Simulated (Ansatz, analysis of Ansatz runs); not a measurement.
## Migration in Zn3SbN3 (Cm): V_N hop (3.2 Å), charge 0

Wanted: path and barrier of a jump of N in Zn3SbN3 (Cm) at charge 0. The case: V_N hop (3.2 Å), in a cell of 56 host atoms with 1 N taken out.

Method: plane-wave PAW DFT, PBEsol; nudged elastic band between two relaxed defect structures, in Ansatz 0.2.0.

Report form: the programs' logs are mostly left out.

### 1. The starting structure

The cell holds 55 atoms: 24 Zn, 8 Sb and 23 N. Its edges and angles: a = 9.402 Å, b = 9.402 Å, c = 11.075 Å, α = 114.5°, β = 114.5°, γ = 88.1°. It derives from Zn3SbN3 (space group Cm). Nearest the centre at fractional (0.472, 0.590, 0.472): Sb4 at 1.29 Å, N20 at 1.58 Å, Zn43 at 2.34 Å, Zn16 at 2.49 Å, N33 at 2.69 Å, Zn52 at 2.71 Å, Zn15 at 2.78 Å, N47 at 2.94 Å.

As a file:

```xyz
55
Lattice="6.7597 -6.5343 0.0061 6.7597 6.5343 0.0061 -6.3964 0.0000 9.0407" Properties=species:S:1:pos:R:3 pbc="T T T"
Zn   -0.4041    0.0000    3.9840
Zn    1.6064   -1.4483    2.1727
Zn    1.6064    1.4483    2.1727
Sb    3.1510    0.0000    4.5261
N    -0.0531    1.7319    3.1623
N    -0.0531   -1.7319    3.1623
N     1.4415    0.0000    0.8548
Zn   -3.6023    0.0000    8.5043
Zn   -1.5918   -1.4483    6.6930
Zn   -1.5918    1.4483    6.6930
Sb   -0.0471    0.0000    9.0464
N    -3.2513    1.7319    7.6827
N    -3.2513   -1.7319    7.6827
N    -1.7566    0.0000    5.3751
Zn    2.9758    3.2672    3.9871
Zn    4.9862    1.8189    2.1758
Zn    4.9862    4.7155    2.1758
Sb    6.5309    3.2672    4.5292
N     3.3267    4.9991    3.1654
N     3.3267    1.5352    3.1654
N     4.8214    3.2672    0.8578
Zn   -0.2224    3.2672    8.5074
Zn    1.7880    1.8189    6.6961
Zn    1.7880    4.7155    6.6961
Sb    3.3327    3.2672    9.0495
N     0.1286    4.9991    7.6857
N     0.1286    1.5352    7.6857
N     1.6232    3.2672    5.3782
Zn    2.9758   -3.2672    3.9871
Zn    4.9862   -4.7155    2.1758
Zn    4.9862   -1.8189    2.1758
Sb    6.5309   -3.2672    4.5292
N     3.3267   -1.5352    3.1654
N     3.3267   -4.9991    3.1654
N     4.8214   -3.2672    0.8578
Zn   -0.2224   -3.2672    8.5074
Zn    1.7880   -4.7155    6.6961
Zn    1.7880   -1.8189    6.6961
Sb    3.3327   -3.2672    9.0495
N     0.1286   -1.5352    7.6857
N     0.1286   -4.9991    7.6857
N     1.6232   -3.2672    5.3782
Zn    6.3557    0.0000    3.9901
Zn    8.3661   -1.4483    2.1788
Zn    8.3661    1.4483    2.1788
Sb    9.9108    0.0000    4.5322
N     6.7066    1.7319    3.1684
N     6.7066   -1.7319    3.1684
N     8.2013    0.0000    0.8609
Zn    3.1575    0.0000    8.5105
Zn    5.1679   -1.4483    6.6992
Zn    5.1679    1.4483    6.6992
Sb    6.7126    0.0000    9.0526
N     3.5084    1.7319    7.6888
N     3.5084   -1.7319    7.6888
```

The cell's shortest repeat is 9.4 Å.

### 2. Relaxation of the start point, charge 0

The ends come first: from an unrelaxed start the top is counted from too high an energy, and the barrier comes out too low. Small random displacements break the symmetry of the ideal sites, so that the defect can distort if it gains by it. The cell holds an odd number of electrons, so the run is spin-polarised with the moment held at 1 μB.

File q0_M1.start/input.yaml:

```yaml
crystal:
  lattice:
    - [6.75971426, -6.53433939, 0.00612541]
    - [6.75971426, 6.53433939, 0.00612541]
    - [-6.39637934, 0.0, 9.04065438]
  atoms:
    - { symbol: Zn, position: [0.17849326, 0.17849326, 0.44043488] }
    - { symbol: Zn, position: [0.34319894, 0.12155238, 0.24001245] }
    - { symbol: Zn, position: [0.12155238, 0.34319894, 0.24001245] }
    - { symbol: Sb, position: [0.46963901, 0.46963901, 0.50000293] }
    - { symbol: "N", position: [0.02893677, 0.29398648, 0.34957044] }
    - { symbol: "N", position: [0.29398648, 0.02893677, 0.34957044] }
    - { symbol: "N", position: [0.15126316, 0.15126316, 0.09434241] }
    - { symbol: Zn, position: [0.17849326, 0.17849326, 0.94043488] }
    - { symbol: Zn, position: [0.34319894, 0.12155238, 0.74001245] }
    - { symbol: Zn, position: [0.12155238, 0.34319894, 0.74001245] }
    - { symbol: Sb, position: [0.46963901, 0.46963901, 1.00000293] }
    - { symbol: "N", position: [0.02893677, 0.29398648, 0.84957044] }
    - { symbol: "N", position: [0.29398648, 0.02893677, 0.84957044] }
    - { symbol: "N", position: [0.15126316, 0.15126316, 0.59434241] }
    - { symbol: Zn, position: [0.17849326, 0.67849326, 0.44043488] }
    - { symbol: Zn, position: [0.34319894, 0.62155238, 0.24001245] }
    - { symbol: Zn, position: [0.12155238, 0.84319894, 0.24001245] }
    - { symbol: Sb, position: [0.46963901, 0.96963901, 0.50000293] }
    - { symbol: "N", position: [0.02893677, 0.79398648, 0.34957044] }
    - { symbol: "N", position: [0.29398648, 0.52893677, 0.34957044] }
    - { symbol: "N", position: [0.15126316, 0.65126316, 0.09434241] }
    - { symbol: Zn, position: [0.17849326, 0.67849326, 0.94043488] }
    - { symbol: Zn, position: [0.34319894, 0.62155238, 0.74001245] }
    - { symbol: Zn, position: [0.12155238, 0.84319894, 0.74001245] }
    - { symbol: Sb, position: [0.46963901, 0.96963901, 1.00000293] }
    - { symbol: "N", position: [0.02893677, 0.79398648, 0.84957044] }
    - { symbol: "N", position: [0.29398648, 0.52893677, 0.84957044] }
    - { symbol: "N", position: [0.15126316, 0.65126316, 0.59434241] }
    - { symbol: Zn, position: [0.67849326, 0.17849326, 0.44043488] }
    - { symbol: Zn, position: [0.84319894, 0.12155238, 0.24001245] }
    - { symbol: Zn, position: [0.62155238, 0.34319894, 0.24001245] }
    - { symbol: Sb, position: [0.96963901, 0.46963901, 0.50000293] }
    - { symbol: "N", position: [0.52893677, 0.29398648, 0.34957044] }
    - { symbol: "N", position: [0.79398648, 0.02893677, 0.34957044] }
    - { symbol: "N", position: [0.65126316, 0.15126316, 0.09434241] }
    - { symbol: Zn, position: [0.67849326, 0.17849326, 0.94043488] }
    - { symbol: Zn, position: [0.84319894, 0.12155238, 0.74001245] }
    - { symbol: Zn, position: [0.62155238, 0.34319894, 0.74001245] }
    - { symbol: Sb, position: [0.96963901, 0.46963901, 1.00000293] }
    - { symbol: "N", position: [0.52893677, 0.29398648, 0.84957044] }
    - { symbol: "N", position: [0.79398648, 0.02893677, 0.84957044] }
    - { symbol: "N", position: [0.65126316, 0.15126316, 0.59434241] }
    - { symbol: Zn, position: [0.67849326, 0.67849326, 0.44043488] }
    - { symbol: Zn, position: [0.84319894, 0.62155238, 0.24001245] }
    - { symbol: Zn, position: [0.62155238, 0.84319894, 0.24001245] }
    - { symbol: Sb, position: [0.96963901, 0.96963901, 0.50000293] }
    - { symbol: "N", position: [0.52893677, 0.79398648, 0.34957044] }
    - { symbol: "N", position: [0.79398648, 0.52893677, 0.34957044] }
    - { symbol: "N", position: [0.65126316, 0.65126316, 0.09434241] }
    - { symbol: Zn, position: [0.67849326, 0.67849326, 0.94043488] }
    - { symbol: Zn, position: [0.84319894, 0.62155238, 0.74001245] }
    - { symbol: Zn, position: [0.62155238, 0.84319894, 0.74001245] }
    - { symbol: Sb, position: [0.96963901, 0.96963901, 1.00000293] }
    - { symbol: "N", position: [0.52893677, 0.79398648, 0.84957044] }
    - { symbol: "N", position: [0.79398648, 0.52893677, 0.84957044] }
basis:
  ecutwfc: 420
  xc_grid: 2
hamiltonian:
  xc: pbesol
kpoints:
  mp_grid: { grid: [1, 1, 1], shift: [0.25, 0.25, 0.25] }
magnetization:
  spin_polarized: true
  initial_magnetization: 1
  spin_locking: { lock_magnetization: hard }
scf:
  occupations: { method: fixed }
  max_iter: 100
output:
  forces: true
relax:
  f_tol: 0.02
  max_steps: 70
  random_displacement: { amplitude: 0.03, seed: 1693 }
```

Launch:

```
ansatz run input.yaml --threads 32 --pin off --max-ram 84787MiB --backend cuda --events-out ev --progress --plain --runs-dir out --max-vram 78GiB
```

The job ended after 4.2 s (1 × NVIDIA GB200 with 32 threads of Arm Neoverse V2, shared host; peak memory 1.4 GiB; 18 s of CPU time).

Step by step:

| step | energy less that of the first step (eV) | largest force component (eV/Å) |
| --- | --- | --- |
| 1 | 0.0000 | 1.0188 |
| 2 | -0.4117 | 0.4561 |
| 3 | -0.5673 | 0.3039 |
| 4 | -0.6080 | 0.2682 |
| 5 | -0.6217 | 0.0548 |
| 6 | -0.6228 | 0.0119 |

The atoms that moved most (Å, from the sites as typed, ahead of the random displacement, the mean shift of all atoms taken out):

| atom | dx | dy | dz | length |
| --- | --- | --- | --- | --- |
| Zn43 | -0.175 | 0.001 | 0.404 | 0.440 |
| N48 | -0.100 | 0.105 | 0.128 | 0.193 |
| N47 | -0.099 | -0.104 | 0.126 | 0.191 |
| Zn44 | -0.092 | 0.072 | 0.098 | 0.152 |
| Zn45 | -0.091 | -0.072 | 0.096 | 0.151 |
| Zn51 | 0.073 | 0.085 | -0.093 | 0.146 |
| Zn52 | 0.073 | -0.082 | -0.095 | 0.145 |
| N54 | 0.059 | -0.042 | -0.106 | 0.128 |

Neighbours of N20 at the end:

| atom | distance (Å) |
| --- | --- |
| Zn15 | 1.944 |
| Zn16 | 1.959 |
| Zn3 | 1.979 |
| Sb4 | 2.073 |
| N33 | 3.110 |
| N21 | 3.249 |
| N28 | 3.292 |
| N7 | 3.296 |
| N47 | 3.329 |

This step gave:

| Item | Value |
| --- | --- |
| free energy | -138706.6414 eV |
| total moment | 1 μB |
| integral of the absolute spin density | 1.084 μB |
| spin contamination | 0.001813 |
| r.m.s. move of the farther half of the atoms | 0.05965 Å |
| largest move from the ideal geometry of this structure, a common shift of the far atoms taken out | 0.4521 Å |

The relaxation gained 0.623 eV and ended with a largest force component of 0.012 eV/Å.

### 3. Relaxation of the end point, charge 0

The end point is relaxed in the same cell and settings, so that the two energies compare. Atoms more than 3.2 Å from the middle of the hop start where the first relaxation left them, the nearer ones on or close to their ideal places, with small random displacements.

File q0_M1.end/input.yaml:

```yaml
crystal:
  lattice:
    - [6.75971426, -6.53433939, 0.00612541]
    - [6.75971426, 6.53433939, 0.00612541]
    - [-6.39637934, 0.0, 9.04065438]
  atoms:
    - { symbol: Zn, position: [0.18680194, 0.18700765, 0.44124322] }
    - { symbol: Zn, position: [0.33807184, 0.1143826, 0.23746223] }
    - { symbol: Zn, position: [0.11426927, 0.33833543, 0.23762975] }
    - { symbol: Sb, position: [0.46963901, 0.46963901, 0.50000293] }
    - { symbol: "N", position: [0.02032513, 0.29232279, 0.34854001] }
    - { symbol: "N", position: [0.29204435, 0.02049891, 0.34836949] }
    - { symbol: "N", position: [0.15062615, 0.15090004, 0.09369376] }
    - { symbol: Zn, position: [0.17835482, 0.17849859, 0.94061834] }
    - { symbol: Zn, position: [0.34325248, 0.12315339, 0.73881451] }
    - { symbol: Zn, position: [0.12312651, 0.34333512, 0.73883372] }
    - { symbol: Sb, position: [0.4707009, 0.47078544, 1.00064535] }
    - { symbol: "N", position: [0.02916458, 0.29346139, 0.8475473] }
    - { symbol: "N", position: [0.29329421, 0.02928312, 0.84755356] }
    - { symbol: "N", position: [0.15548548, 0.15554518, 0.59201241] }
    - { symbol: Zn, position: [0.17849326, 0.67849326, 0.44043488] }
    - { symbol: Zn, position: [0.34319894, 0.62155238, 0.24001245] }
    - { symbol: Zn, position: [0.11811787, 0.83830447, 0.2408274] }
    - { symbol: Sb, position: [0.46991429, 0.96798647, 0.5035886] }
    - { symbol: "N", position: [0.02399709, 0.79125796, 0.3504968] }
    - { symbol: "N", position: [0.650639, 0.650639, 0.593905] }
    - { symbol: "N", position: [0.15345984, 0.65334226, 0.09305134] }
    - { symbol: Zn, position: [0.17982321, 0.68095215, 0.93937278] }
    - { symbol: Zn, position: [0.3423308, 0.61940047, 0.73731365] }
    - { symbol: Zn, position: [0.12051989, 0.84391824, 0.73770598] }
    - { symbol: Sb, position: [0.47228442, 0.96758292, 0.99359337] }
    - { symbol: "N", position: [0.02809499, 0.79458451, 0.84818962] }
    - { symbol: "N", position: [0.29484825, 0.52973261, 0.84995302] }
    - { symbol: "N", position: [0.15016663, 0.6503933, 0.59392611] }
    - { symbol: Zn, position: [0.67337839, 0.17322431, 0.43709204] }
    - { symbol: Zn, position: [0.83815576, 0.11834214, 0.24087149] }
    - { symbol: Zn, position: [0.62031666, 0.34230739, 0.23973983] }
    - { symbol: Sb, position: [0.96782222, 0.47016903, 0.50369691] }
    - { symbol: "N", position: [0.52893677, 0.29398648, 0.34957044] }
    - { symbol: "N", position: [0.79126225, 0.02401281, 0.35046989] }
    - { symbol: "N", position: [0.65320214, 0.1535957, 0.09307751] }
    - { symbol: Zn, position: [0.68088789, 0.18015012, 0.93949212] }
    - { symbol: Zn, position: [0.84370313, 0.12072474, 0.73776826] }
    - { symbol: Zn, position: [0.61909552, 0.34243941, 0.73715618] }
    - { symbol: Sb, position: [0.96746533, 0.4724298, 0.99361702] }
    - { symbol: "N", position: [0.52956408, 0.29499009, 0.84989219] }
    - { symbol: "N", position: [0.79442557, 0.02838578, 0.84833277] }
    - { symbol: "N", position: [0.65024063, 0.15028989, 0.59385246] }
    - { symbol: Zn, position: [0.67849326, 0.67849326, 0.44043488] }
    - { symbol: Zn, position: [0.83488493, 0.62442514, 0.25065902] }
    - { symbol: Zn, position: [0.62424915, 0.8350087, 0.25050116] }
    - { symbol: Sb, position: [0.97436031, 0.97439093, 0.50387134] }
    - { symbol: "N", position: [0.52893677, 0.79398648, 0.34957044] }
    - { symbol: "N", position: [0.7840857, 0.53523761, 0.36353995] }
    - { symbol: "N", position: [0.65298867, 0.65300053, 0.09499838] }
    - { symbol: Zn, position: [0.67848571, 0.67864668, 0.93958266] }
    - { symbol: Zn, position: [0.83606849, 0.62754179, 0.72949966] }
    - { symbol: Zn, position: [0.62155238, 0.84319894, 0.74001245] }
    - { symbol: Sb, position: [0.96879503, 0.96901814, 0.99979489] }
    - { symbol: "N", position: [0.52980308, 0.78859955, 0.83769581] }
    - { symbol: "N", position: [0.78840804, 0.52987459, 0.83766886] }
basis:
  ecutwfc: 420
  xc_grid: 2
hamiltonian:
  xc: pbesol
kpoints:
  mp_grid: { grid: [1, 1, 1], shift: [0.25, 0.25, 0.25] }
magnetization:
  spin_polarized: true
  initial_magnetization: 1
  spin_locking: { lock_magnetization: hard }
scf:
  occupations: { method: fixed }
  max_iter: 100
output:
  forces: true
relax:
  f_tol: 0.02
  max_steps: 70
  random_displacement: { amplitude: 0.01, seed: 1693 }
```

Elapsed: 5 s, on 1 × NVIDIA GB200 with 32 threads; peak memory 1.3 GiB; 18 s of CPU time.

Relaxation path:

| step | energy less that of the first step (eV) | largest force component (eV/Å) |
| --- | --- | --- |
| 1 | 0.0000 | 2.2938 |
| 2 | -0.6890 | 1.1603 |
| 3 | -0.9780 | 0.1788 |
| 4 | -1.0014 | 0.1613 |
| 5 | -1.0258 | 0.0388 |
| 6 | -1.0277 | 0.0155 |

The atoms that moved most (Å, from the sites as typed, ahead of the random displacement):

| atom | dx | dy | dz | length |
| --- | --- | --- | --- | --- |
| Zn15 | -0.039 | -0.132 | -0.187 | 0.232 |
| Zn3 | 0.126 | 0.153 | -0.047 | 0.203 |
| Zn16 | -0.149 | 0.125 | 0.050 | 0.201 |
| Zn51 | -0.028 | -0.100 | 0.153 | 0.184 |
| N48 | 0.100 | -0.105 | -0.105 | 0.179 |
| Zn44 | 0.084 | -0.087 | -0.102 | 0.158 |
| N54 | -0.065 | 0.048 | 0.132 | 0.155 |
| Zn38 | 0.019 | 0.098 | -0.092 | 0.135 |

Neighbours of N20 at the end:

| atom | distance (Å) |
| --- | --- |
| Zn43 | 1.935 |
| Zn52 | 1.962 |
| Zn51 | 1.963 |
| Sb4 | 2.049 |
| N33 | 3.171 |
| N55 | 3.184 |
| N54 | 3.252 |
| N47 | 3.272 |
| N48 | 3.290 |

Read from the output:

```
free energy                                                                                       : -138706.3610 eV
total moment                                                                                      : 1 μB
integral of the absolute spin density                                                             : 1.090 μB
spin contamination                                                                                : 0.002033
r.m.s. move of the farther half of the atoms                                                      : 0.04027 Å
largest move from the ideal geometry of this structure, a common shift of the far atoms taken out : 0.2285 Å
```

The relaxation gained 1.028 eV and ended with a largest force component of 0.015 eV/Å. The end lies 0.280 eV above the start.

[end of part 1 of 2]

[Logs are printed without paths, hosts, clocks, repeated set-up lines and the standing remarks that a program may print on its own settings, such as how far it seeks lower states.]

[Hosts, paths, dates, database ids (printed as entryN), source tags and the programs' standing remarks are cut or masked in the printed files.]
